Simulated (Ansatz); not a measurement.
# Ca on Pd(111): change of the work function, part 2 of 2

How does one ordered layer of Ca (fcc site) change the work function of Pd(111), and what dipole does each adsorbate carry?

Ansatz 0.2.0; plane-wave DFT, PBE, Ansatz PAW.

So far, work function, upper face (eV): step 2 (the clean slab) 5.27.

## 3. The covered slab

System of this step: Ca/Pd(111). The cell holds 17 atoms: 16 Pd and 1 Ca. Its edges and angles: a = 5.501 Å, b = 5.501 Å, c = 27.673 Å, α = 90.0°, β = 90.0°, γ = 60.0°. Vacuum lies along c.

The clean slab as it ended is repeated in the plane and the adsorbate is set on one face; the cell's size fixes the coverage, and the k-mesh shrinks with it to keep the sampling density about even. Adsorbate and upper layers relax, since the dipole depends on the height.

input.yaml

```yaml
crystal:
  lattice:
    - [5.5012907577, 0.0, 0.0]
    - [2.7506453788, 4.7642575497, 0.0]
    - [0.0, 0.0, 27.6728893556]
  atoms:
    - { symbol: Pd, position: [0.0, 0.0, 0.3252280557] }
    - { symbol: Pd, position: [0.1666666667, 0.1666666667, 0.4063866408] }
    - { symbol: Pd, position: [0.3333333333, 0.3333333333, 0.4892833763] }
    - { symbol: Pd, position: [0.0, 0.0, 0.5725322015] }
    - { symbol: Pd, position: [0.0, 0.5, 0.3252280557] }
    - { symbol: Pd, position: [0.1666666667, 0.6666666667, 0.4063866408] }
    - { symbol: Pd, position: [0.3333333333, 0.8333333333, 0.4892833763] }
    - { symbol: Pd, position: [0.0, 0.5, 0.5725322015] }
    - { symbol: Pd, position: [0.5, 0.0, 0.3252280557] }
    - { symbol: Pd, position: [0.6666666667, 0.1666666667, 0.4063866408] }
    - { symbol: Pd, position: [0.8333333333, 0.3333333333, 0.4892833763] }
    - { symbol: Pd, position: [0.5, 0.0, 0.5725322015] }
    - { symbol: Pd, position: [0.5, 0.5, 0.3252280557] }
    - { symbol: Pd, position: [0.6666666667, 0.6666666667, 0.4063866408] }
    - { symbol: Pd, position: [0.8333333333, 0.8333333333, 0.4892833763] }
    - { symbol: Pd, position: [0.5, 0.5, 0.5725322015] }
    - { symbol: Ca, position: [0.1666666667, 0.1666666667, 0.6747719443] }
kpoints:
  mp_grid: { grid: [6, 6, 1] }
hamiltonian:
  xc: pbe
scf:
  occupations: { method: fermi_dirac, width: 0.1 }
  convergence: { dr2_threshold: 1.0e-08 }
efield:
  axis: 3
  dipole_correction: true
  ramp_position: 0.97
  ramp_width: 0.06
relax:
  f_tol: 0.02
  max_steps: 60
  constraints: [{ sites: [0, 1, 4, 5, 8, 9, 12, 13] }]
output:
  dos: { projected: true, e_range: [-8, 4] }
  write_potential: true
  write_density: true
  volumetric_format: npy
  elf: true
```

Launch:

```bash
$ ansatz run input.yaml --threads 4 --pin off --max-ram 6144MiB --backend cpu --events-out ev --progress --plain --runs-dir out
```

Standard output:

```text
[...]
Crystal: 17 atoms, lattice volume = 725.294 Å³
Basis set: ecut = 420 eV, 14127 PW (Γ), exchange–correlation on 80×80×384 points (8 copies of the dense FFT grid, shifted against one another)
Bands: 179, of which v1, the nominal top of the filled ones, is band 149 counted from 1 (148 counted from 0)
Symmetry: 6 space group operations
[...]
k-points: 7 of 36 (time reversal used)
[...]
SCF iter   1: F=—  HF=-113379.827541 eV  |F-HF|=—  |Δ(HF+E_count)|=         —  Δρ=1.03e-2  dr2=1.02e1  ethr=1.77e-3  p=0.403 e·Å  D=1.01e-1 V/Å  ΔV_dip=-2.78 eV  dr2_dipole=1.13e0  V_vac-E_F(+/−)=2.12/4.91 eV  ⟨swp⟩=8.9  Hψ=5910  notcnv=0  defer=39
[...]
SCF iter  13: F=-113379.592626 eV  HF=-113379.592626 eV  |F-HF|=3.19e-9  |Δ(HF+E_count)|=   2.13e-8  Δρ=3.68e-7  dr2=4.24e-9  ethr=3.36e-12  p=0.355 e·Å  D=8.85e-2 V/Å  ΔV_dip=-2.45 eV  dr2_dipole=9.96e-10  V_vac-E_F(+/−)=2.78/5.23 eV  ⟨swp⟩=15.1  Hψ=9270  notcnv=0
SCF 1 converged in 13 iterations: F = -113379.592626 eV  dr2 = 4.24e-9
[...]
relax step   1: F+E_penalty+E_count = -113379.59262614 eV  Δ(F+E_penalty+E_count) = +0.000e0 eV  max|allowed force component| = 1.836e0 eV/Å  Δτ_max = 0.0000 Å  (13 SCF iters, accepted)
[...]
SCF iter  12: F=-113380.004739 eV  HF=-113380.004739 eV  |F-HF|=1.82e-9  |Δ(HF+E_count)|=   2.19e-8  Δρ=6.93e-7  dr2=9.73e-9  ethr=3.36e-12  p=0.382 e·Å  D=9.54e-2 V/Å  ΔV_dip=-2.64 eV  dr2_dipole=1.01e-9  V_vac-E_F(+/−)=2.59/5.23 eV  ⟨swp⟩=12.7  Hψ=7915  notcnv=0
SCF 2 converged in 12 iterations: F = -113380.004739 eV  dr2 = 9.73e-9
relax step   2: F+E_penalty+E_count = -113380.00473855 eV  Δ(F+E_penalty+E_count) = -4.121e-1 eV  max|allowed force component| = 1.662e0 eV/Å  Δτ_max = 0.1949 Å  (12 SCF iters, accepted)
SCF iter   1: F=—  HF=-113380.346808 eV  |F-HF|=—  |Δ(HF+E_count)|=         —  Δρ=3.81e-3  dr2=5.69e-1  ethr=1.17e-3  p=0.382 e·Å  D=9.54e-2 V/Å  ΔV_dip=-2.64 eV  dr2_dipole=1.03e-1  V_vac-E_F(+/−)=2.61/5.25 eV  ⟨swp⟩=6.7  Hψ=4229  notcnv=0  defer=55
[...]
SCF iter  12: F=-113380.319158 eV  HF=-113380.319158 eV  |F-HF|=1.51e-9  |Δ(HF+E_count)|=   2.39e-8  Δρ=6.53e-7  dr2=7.67e-9  ethr=3.36e-12  p=0.415 e·Å  D=1.04e-1 V/Å  ΔV_dip=-2.87 eV  dr2_dipole=9.34e-11  V_vac-E_F(+/−)=2.37/5.23 eV  ⟨swp⟩=12.1  Hψ=8199  notcnv=0
SCF 3 converged in 12 iterations: F = -113380.319158 eV  dr2 = 7.67e-9
relax step   3: F+E_penalty+E_count = -113380.31915785 eV  Δ(F+E_penalty+E_count) = -3.144e-1 eV  max|allowed force component| = 1.047e0 eV/Å  Δτ_max = 0.1970 Å  (12 SCF iters, accepted)
[...]
relax step   4: F+E_penalty+E_count = -113380.44819856 eV  Δ(F+E_penalty+E_count) = -1.290e-1 eV  max|allowed force component| = 1.263e-1 eV/Å  Δτ_max = 0.1948 Å  (12 SCF iters, accepted)
[...]
relax step   5: F+E_penalty+E_count = -113380.46751740 eV  Δ(F+E_penalty+E_count) = -1.932e-2 eV  max|allowed force component| = 6.166e-2 eV/Å  Δτ_max = 0.0724 Å  (12 SCF iters, accepted)
[...]
relax step   6: F+E_penalty+E_count = -113380.46884738 eV  Δ(F+E_penalty+E_count) = -1.330e-3 eV  max|allowed force component| = 2.060e-2 eV/Å  Δτ_max = 0.0407 Å  (10 SCF iters, accepted)
SCF iter   1: F=—  HF=-113380.467904 eV  |F-HF|=—  |Δ(HF+E_count)|=         —  Δρ=1.04e-4  dr2=3.15e-4  ethr=2.92e-7  p=0.450 e·Å  D=1.12e-1 V/Å  ΔV_dip=-3.11 eV  dr2_dipole=7.95e-5  V_vac-E_F(+/−)=2.12/5.23 eV  ⟨swp⟩=2.9  Hψ=2335  notcnv=0  defer=1
[...]
SCF iter   8: F=-113380.468883 eV  HF=-113380.468883 eV  |F-HF|=5.02e-9  |Δ(HF+E_count)|=   6.65e-9  Δρ=3.39e-7  dr2=1.66e-9  ethr=3.36e-12  p=0.450 e·Å  D=1.12e-1 V/Å  ΔV_dip=-3.10 eV  dr2_dipole=1.87e-10  V_vac-E_F(+/−)=2.13/5.23 eV  ⟨swp⟩=8.1  Hψ=6920  notcnv=0
SCF 7 converged in 8 iterations: F = -113380.468883 eV  dr2 = 1.66e-9
relax step   7: F+E_penalty+E_count = -113380.46888339 eV  Δ(F+E_penalty+E_count) = -3.601e-5 eV  max|allowed force component| = 4.677e-3 eV/Å  Δτ_max = 0.0026 Å  (8 SCF iters, accepted)
NSCF: frozen V_eff on 7 k-points
[...]
SCF converged after 8 iterations
Free energy (F): -113380.468883 eV
[...]
Internal energy: -113379.485343 eV  (E = F + TS)
E sigma→0 (E₀):  -113379.977113 eV
Entropy (-TS):   -0.983540 eV (-57.855 meV/atom)
Fermi energy:    4.471637 eV
Dipole field:    D = 0.112146 V/Å  (p = 0.449508 e·Å, saw-weighted, corrected)
Work function:   Φ+ = 2.1273 eV   Φ− = 5.2307 eV
[...]
--- Forces (eV/Å), atoms counted from 1 ---
  atom   1  Pd     0.00802308     0.00463213    -0.30445269
  atom   2  Pd     0.00000000     0.00000000     0.39720101
  atom   3  Pd     0.00000396     0.00000229     0.00023196
  atom   4  Pd    -0.00051518    -0.00029744    -0.00208816
  atom   5  Pd     0.00000000    -0.00926426    -0.30445269
  atom   6  Pd     0.05592270    -0.03228699     0.27037583
  atom   7  Pd     0.00000000    -0.00000457     0.00023196
  atom   8  Pd    -0.00000000     0.00059488    -0.00208816
  atom   9  Pd    -0.00802308     0.00463213    -0.30445269
  atom  10  Pd    -0.00000000     0.06457397     0.27037583
  atom  11  Pd    -0.00000396     0.00000229     0.00023196
  atom  12  Pd     0.00051518    -0.00029744    -0.00208816
  atom  13  Pd    -0.00000000    -0.00000000    -0.29438352
  atom  14  Pd    -0.05592270    -0.03228699     0.27037583
  atom  15  Pd     0.00000000     0.00000000    -0.00016676
  atom  16  Pd    -0.00000000    -0.00000000     0.00048112
  atom  17  Ca    -0.00000000    -0.00000000     0.00467695
  max |Σ_I F_I| component: 9.62e-6 eV/Å
--- Band table (eV; the first three rows and the last of 7) ---
  k-point 0: bands = [... 145 lower, 4.6479, 4.7164, 4.7164, 4.7222, 4.8105, 4.8105, 4.8151, 5.0767, ... 26 higher]
  k-point 1: bands = [... 145 lower, 4.4705, 4.4870, 4.5200, 4.5413, 4.6184, 4.6206, 4.6366, 5.0998, ... 26 higher]
  k-point 2: bands = [... 145 lower, 4.1592, 4.2416, 4.3582, 4.3869, 4.3894, 4.4197, 4.5990, 4.6208, ... 26 higher]
  k-point 6: bands = [... 145 lower, 4.1965, 4.2282, 4.2378, 4.2393, 4.2612, 4.3029, 4.3095, 4.3190, ... 26 higher]
--- Relaxed structure (7 steps of the walk, 7 accepted, 0 SCFs on fresh bases) ---
  F+E_penalty+E_count = -113380.46888339 eV   max|allowed force component| = 4.677e-3 eV/Å
  atoms:
    - { symbol: Pd, position: [-1.795949e-17, -1.795949e-17, 0.3252280557] }
    - { symbol: Pd, position: [0.166667, 0.166667, 0.406387] }
    - { symbol: Pd, position: [0.334356, 0.334356, 0.490269] }
    - { symbol: Pd, position: [-0.00284262, -0.00284262, 0.572870] }
    - { symbol: Pd, position: [5.551115e-17, 0.500000, 0.3252280557] }
    - { symbol: Pd, position: [0.166667, 0.666667, 0.406387] }
    - { symbol: Pd, position: [0.334356, 0.831288, 0.490269] }
    - { symbol: Pd, position: [-0.00284262, 0.505685, 0.572870] }
    - { symbol: Pd, position: [0.500000, -1.795949e-17, 0.3252280557] }
    - { symbol: Pd, position: [0.666667, 0.166667, 0.406387] }
    - { symbol: Pd, position: [0.831288, 0.334356, 0.490269] }
    - { symbol: Pd, position: [0.505685, -0.00284262, 0.572870] }
    - { symbol: Pd, position: [0.5, 0.500000, 0.3252280557] }
    - { symbol: Pd, position: [0.666667, 0.666667, 0.406387] }
    - { symbol: Pd, position: [0.833333, 0.833333, 0.488181] }
    - { symbol: Pd, position: [0.5, 0.500000, 0.579945] }
    - { symbol: Ca, position: [0.166667, 0.166667, 0.650984] }
```

It took 2.9 min on 4 threads of Arm Neoverse V2, shared host; peak memory 3 GiB; 11 min of CPU time.

The steps of the relaxation:

```csv
step,energy less that of the first step (eV),largest force component (eV/Å)
1,0.0000,1.8361
2,-0.4121,1.6623
3,-0.7265,1.0471
4,-0.8556,0.1263
5,-0.8749,0.0617
6,-0.8762,0.0206
7,-0.8763,0.0047
```

Forces are held to the 6 operations that the program found; a distortion that breaks them can't arise in this run.

The atoms that moved most (Å):

```csv
atom,dx,dy,dz,length
Ca17,0.000,0.000,-0.658,0.658
Pd16,0.000,0.000,0.205,0.205
Pd15,0.000,0.000,-0.031,0.031
Pd11,-0.008,0.005,0.027,0.029
Pd7,0.000,-0.010,0.027,0.029
Pd3,0.008,0.005,0.027,0.029
Pd4,-0.023,-0.014,0.009,0.029
Pd12,0.023,-0.014,0.009,0.029
```

The relaxed structure:

```cif
data_structure
_symmetry_space_group_name_H-M 'P 1'
_symmetry_Int_Tables_number 1
_cell_length_a 5.5013
_cell_length_b 5.5013
_cell_length_c 27.6729
_cell_angle_alpha 90.000
_cell_angle_beta 90.000
_cell_angle_gamma 60.000
_cell_volume 725.29
loop_
_atom_site_label
_atom_site_type_symbol
_atom_site_fract_x
_atom_site_fract_y
_atom_site_fract_z
_atom_site_occupancy
Pd1 Pd 0.00000 0.00000 0.32523 1
Pd2 Pd 0.16667 0.16667 0.40639 1
Pd3 Pd 0.33436 0.33436 0.49027 1
Pd4 Pd 0.99716 0.99716 0.57287 1
Pd5 Pd 0.00000 0.50000 0.32523 1
Pd6 Pd 0.16667 0.66667 0.40639 1
Pd7 Pd 0.33436 0.83129 0.49027 1
Pd8 Pd 0.99716 0.50569 0.57287 1
Pd9 Pd 0.50000 0.00000 0.32523 1
Pd10 Pd 0.66667 0.16667 0.40639 1
Pd11 Pd 0.83129 0.33436 0.49027 1
Pd12 Pd 0.50569 0.99716 0.57287 1
Pd13 Pd 0.50000 0.50000 0.32523 1
Pd14 Pd 0.66667 0.66667 0.40639 1
Pd15 Pd 0.83333 0.83333 0.48818 1
Pd16 Pd 0.50000 0.50000 0.57995 1
Ca17 Ca 0.16667 0.16667 0.65098 1
```

Read from the output:

```
energy at zero smearing        : -113379.9771 eV
work function, upper face      : 2.127 eV
work function, lower face      : 5.231 eV
dipole along the normal        : 0.4495 e·Å
step between the vacuum levels : -3.103 eV
```

Running mean over 2.246 Å of the planar mean; the ramp of the sawtooth is left out. Table of electron's electrostatic potential energy less the Fermi level by z:

z (Å), electron's electrostatic potential energy less the Fermi level (eV) and a bar from the least value:
```
        4       5.23 ##############################
        5       5.23 ##############################
        6       5.18 ##############################
        7       4.37 ############################
        8      -3.11 ############
        9      -8.25 #
       10      -8.48 
       11      -8.55 
       12      -8.13 #
       13      -8.25 #
       14      -8.20 #
       15      -7.59 ##
       16      -8.38 
       17      -4.78 ########
       18      -0.75 #################
       19      -0.09 ##################
       20       1.57 ######################
       21       1.99 #######################
       22       2.10 #######################
       23       2.12 #######################
       24       2.13 #######################
```

The density of states has structure finer than the step of the table below, so its rows give means over 0.25 eV. Peaks (eV: height): -3.190: 60.2, -2.440: 57.5, -2.290: 59.6, -1.680: 59.5, -1.470: 61.5, -1.110: 62.2, -0.210: 70.6.

Density of states against energy, zero at the Fermi level; means over each step:

energy (eV), density of states (states/eV a cell) and a bar:
```
    -6.75        0.0 
    -6.50        0.5 
    -6.25        1.0 #
    -6.00        1.1 #
    -5.75        1.1 #
    -5.50        2.0 #
    -5.25        3.2 ##
    -5.00        5.5 ####
    -4.75       18.5 #############
    -4.50       29.7 ####################
    -4.25       37.4 #########################
    -4.00       28.6 ###################
    -3.75       27.7 ###################
    -3.50       25.8 #################
    -3.25       33.5 #######################
    -3.00       26.9 ##################
    -2.75       33.4 #######################
    -2.50       43.9 ##############################
    -2.25       44.3 ##############################
    -2.00       36.4 #########################
    -1.75       30.4 #####################
    -1.50       31.7 #####################
    -1.25       28.6 ###################
    -1.00       43.0 #############################
    -0.75       34.3 #######################
    -0.50       31.3 #####################
    -0.25       43.0 #############################
     0.00       31.4 #####################
     0.25       10.9 #######
     0.50        3.4 ##
     0.75        6.3 ####
     1.00        7.9 #####
     1.25        7.7 #####
     1.50        4.3 ###
     1.75        4.2 ###
```

Projected DOS per atom over height of the atomic layer and energy from the Fermi level. Layers: Pd4 Pd4 Pd4 Pd4 Ca from below.

Values in states/eV, 22 rows by 5 columns, each cell a mean:
```
0.03 0.02 0.03 0.04 0.09
0.08 0.07 0.06 0.07 0.17
0.08 0.09 0.12 0.12 0.40
0.31 0.26 0.22 0.16 0.43
2.15 2.36 2.18 1.30 0.37
2.15 1.92 1.82 1.83 0.23
2.62 1.70 2.09 2.54 0.33
1.98 1.43 1.92 2.09 0.30
2.23 1.37 1.44 2.31 0.36
2.81 2.48 2.34 2.76 0.32
1.99 2.20 1.99 2.28 0.21
1.25 1.37 1.62 1.74 0.09
1.55 1.46 1.61 1.86 0.05
1.61 2.50 2.16 1.61 0.11
0.80 2.17 1.86 0.82 0.20
0.12 0.38 0.30 0.14 0.18
0.02 0.03 0.03 0.02 0.10
0.01 0.00 0.00 0.01 0.03
0.00 0.00 0.00 0.00 0.02
0.00 0.00 0.00 0.00 0.00
0.00 0.00 0.00 0.00 0.00
0.00 0.00 0.00 0.00 0.00
```
Columns: height of the atomic layer (Å) from 9 to 18.0 (not evenly spaced); rows upwards: energy from the Fermi level (eV) from -7.96 to 1.95.

Valence density in the ca plane at fractional y = 0.167, with atoms of Pd and Ca within 0.2 Å of it. It is the smooth field of the valence electrons, not physical close to the nuclei.

Ten steps, logarithmic in the rise over the least value, from '0' (0 e/Å³) to '9' (13 e/Å³), each cell a mean:
```
54322222222455422355431111100000000000000000
54322232222455422355431100000000000000000000
43223565322344322234321000000000000000000000
22225898632222211222211000000000000000000000
22236999732222111122211000000000000000000000
22236899632222111122211000000000000000000000
33224677422233221233321000000000000000000000
54322343222344322345421100000000000000000000
65322222212455422355431110000000000000000000
54222343222344322344422223210000000000000000
32224677422233221223222456520000000000000000
22236899632222111122222578741000000000000000
22236999732222111122223688741000000000000000
22225898632222211222222577631000000000000000
43223455322344322234322244310000000000000000
```
Columns run along c (16.0 Å, from fractional 0.33 to 0.90 of the cell), rows up along a (5.5 Å). Atoms in or near the plane, at fractional coordinates: Pd at (0.41, 0.17), Pd at (0.41, 0.67), Ca at (0.65, 0.17).

ELF in the ca plane at fractional y = 0.167, with atoms of Pd and Ca within 0.2 Å of it. It is the smooth field of the valence electrons, not physical close to the nuclei.

Ten even steps from '0' (0.00) to '9' (0.85), each cell a mean:
```
44222222222344322244432111100012321000000000
44222222222344322244433210000122211000000000
32222444322233222233222221111111110000000000
22224656422222211222222222111111100000000000
22225535522222211222222222211111000000000000
22224545522222211222222222211111000000000000
22223555322222221222222222111111100000000000
43222232222344322234323211001122110000000000
44222222222344322344433100000122211000000000
43222233222344322233332135410012321100000000
22223555322222222222221589961012332100000000
22224645522222211222222899983012432100000000
22225535522222211222322899983012442100000000
22224656422222211222221799972012332100000000
32222444222233222223331268730012332100000000
```
Columns run along c (16.0 Å, from fractional 0.33 to 0.90 of the cell), rows up along a (5.5 Å). Atoms in or near the plane, at fractional coordinates: Pd at (0.41, 0.17), Pd at (0.41, 0.67), Ca at (0.65, 0.17).

Electrostatic potential energy in the ca plane at fractional y = 0.167, with atoms of Pd and Ca within 0.2 Å of it. With pseudopotentials it is smooth inside the atoms' cores, unlike the true potential.

Values in eV, 8 rows by 16 columns, each cell a mean:
```
-11   5   3   5 -13  -1  -6  -7   5   3   5   7   7   8   8   8
  0  -2 -23   2  -1   4   2   2   8   7   7   7   7   8   8   8
  6 -15 -44  -5   6   8   7   7   8   8   8   7   7   8   8   8
  0  -3 -26   2   0   5   3   2   8   7   7   7   7   8   8   8
-11   5   3   5 -13  -1  -6  -7   5   3   5   7   7   8   8   8
  0  -2 -23   2  -1   4   3   2  -8 -20   2   6   7   7   8   8
  6 -15 -44  -5   6   8   7   5 -24 -40  -1   6   7   7   8   8
  0  -3 -26   2   1   5   3   2 -10 -22   2   6   7   7   8   8
```
Columns run along c (16.0 Å, from fractional 0.33 to 0.90 of the cell; values clipped at the 3rd and 97th percentile), rows up along a (5.5 Å). Atoms in or near the plane, at fractional coordinates: Pd at (0.41, 0.17), Pd at (0.41, 0.67), Ca at (0.65, 0.17).

The relaxation took 7 steps and lowered the energy by 0.88 eV; the largest force on the free atoms ends at 0.0047 eV/Å.

By hand: a sheet of dipoles makes a step −p/(ε₀A) in the electron's potential. With e/ε₀ = 180.95 V·Å, p = 0.4495 e·Å and A = 26.21 Å², that is −180.95 × (0.4495) / 26.21 = -3.103 eV, and the two vacuum levels of the run differ by -3.103 eV.

The covered face has 2.13 eV, -3.14 eV against the clean one; the bare back face has moved by -0.02 eV, a measure of how thin the slab is.

## 4. Work function against coverage

This step: plane-wave DFT, PBE, Ansatz PAW; work function against coverage (Ansatz 0.2.0).

The runs are now put side by side.

This step gave:

```
work function of the clean face     : 5.268 eV
largest change of the work function : -3.141 eV
```

Table of work function of the covered face by coverage:

```csv
coverage (adsorbates/nm²),work function of the covered face (eV)
0.00,5.27
3.82,2.13
```

The dipole per adsorbate comes from the change of the cell's dipole. Coverage, by row:

```csv
coverage (1/nm²),coverage (ML),work function (eV),change (eV),"dipole per adsorbate, positive end outwards (debye)",mean height of the added atoms over the highest substrate atom (Å)
3.815,0.25,2.127,-3.141,2.173,1.966
```

## 5. What came out

```
work function of the clean face                        : 5.27 eV
work function at 0.25 ML                               : 2.13 eV
dipole per adsorbate at 0.25 ML, positive end outwards : 2.17 D
```

In words: Ca lowers the work function of Pd(111) at the lowest coverage, by 3.14 eV: the adsorbate layer has its positive end outwards. One coverage alone was completed, so no trend follows. The slab has 4 layers, at the tabulated experimental lattice constant, one starting site was run, and quantum-size effects of a slab this thin can reach one or two tenths of an eV.

[Long decimals in the printed logs are rounded to 6 places.]

[Logs are printed without paths, hosts, clocks, repeated set-up lines and the standing remarks that a program may print on its own settings, such as how far it seeks lower states.]

[Hosts, paths, dates, database ids (printed as entryN), source tags and the programs' standing remarks are cut or masked in the printed files.]

[Maps of the electrostatic potential energy from Ansatz leave out the sawtooth potential of an applied field or a dipole correction, so their vacuum need not be flat; planar profiles and work functions include it.]

[The density of states shown here was stored with 400 of the rows of the run's finer table, so its peaks can read low, often by over a quarter, or be missed, and its means over a window can be off by a tenth or more.]
